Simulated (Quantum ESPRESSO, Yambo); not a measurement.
Planning a run of Quantum ESPRESSO 7.5 on BaTiO3 (P4mm). The input:

```
&control
  calculation = 'nscf'
  prefix = 'x'
  outdir = 'o'
  pseudo_dir = 'pseudo'
/
&system
  ibrav = 0
  nat = 5
  ntyp = 3
  ecutwfc = 76.0
  nbnd = 165
  force_symmorphic = .true.
/
&electrons
  conv_thr = 1e-9
  electron_maxstep = 80
  diago_full_acc = .true.
  diago_thr_init = 5e-6
/
ATOMIC_SPECIES
  Ba 137.33 Ba.upf
  Ti 47.867 Ti.upf
  O 15.999 O.upf
CELL_PARAMETERS angstrom
  3.9505752000 0.0000000000 0.0000000000
  0.0000000000 3.9505752000 0.0000000000
  0.0000000000 0.0000000000 3.9827997000
ATOMIC_POSITIONS crystal
  Ba 0.0000000000 0.0000000000 0.0000000000
  Ti 0.5000000000 0.5000000000 0.5220000000
  O 0.5000000000 0.5000000000 0.9790000000
  O 0.5000000000 0.0000000000 0.4880000000
  O 0.0000000000 0.5000000000 0.4880000000
K_POINTS automatic
  4 4 4 0 0 0
```

```sh
OMP_NUM_THREADS=1 mpirun -n 4 pw.x -nk 4 -in pw.in > pw.out
```

Q: Estimate wall time and host memory on 4 MPI ranks of Arm Neoverse N1, shared host.

It took 59 s; on shared hardware allow 30 s to 2 min. Peak host memory was 0.48 GiB.

[Paths, hosts, dates, memory and timing lines, banners, echoed tables and standing remarks are left out of the program output.]

[Logs are printed without paths, hosts, clocks, repeated set-up lines and the standing remarks that a program may print on its own settings, such as how far it seeks lower states.]

[Runs of the session that timed out or met a known fault of the program may be left out.]

[Hosts, paths, dates, database ids (printed as entryN), source tags and the programs' standing remarks are cut or masked in the printed files.]
